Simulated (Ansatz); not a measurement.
# Calculated records

```xyz
3
Lattice="-2.707 1.563 0.000 0.000 -3.125 0.000 0.000 0.000 30.263" Properties=species:S:1:pos:R:3 subject="A low-energy model for WS2 (1H sheet): bands, U and J" method="DFT, LDA, plane waves, PAW (and 1 further level or step)" program="Ansatz 0.2.0" settings_of_one_run="cutoff 420 eV, 12×12×1 k-mesh, smearing width 0.08 eV, default PAW, coordination {"W": "prismatic"}, magnetic state non-magnetic by constraint" cost="2 runs, 2.5 min in all on 8 threads of Arm Neoverse V2, shared host (the runs of this entry)" notes="The program’s warnings: xc potential rough in thin density. The structure was relaxed with LDA. Limits: no spin-orbit coupling. Spin-orbit coupling, which is strong for atoms this heavy, is left out." w_d_anion_p="U 6.01 eV, U′ 5.35 eV, J 0.35 eV, bare V 12.1 eV" method="constrained RPA on non-magnetic LDA, 6×6×1 mesh, static; search for lower states off"
W     0.000    0.000    9.454
S    -0.902   -1.563   11.015
S    -0.902   -1.563    7.894
```

[Paths, hosts, dates, memory and timing lines, banners, echoed tables and standing remarks are left out of the program output.]

[Logs are printed without paths, hosts, clocks, repeated set-up lines and the standing remarks that a program may print on its own settings, such as how far it seeks lower states.]

[Runs of the session that timed out or met a known fault of the program may be left out.]

[Hosts, paths, dates, database ids (printed as entryN), source tags and the programs' standing remarks are cut or masked in the printed files.]
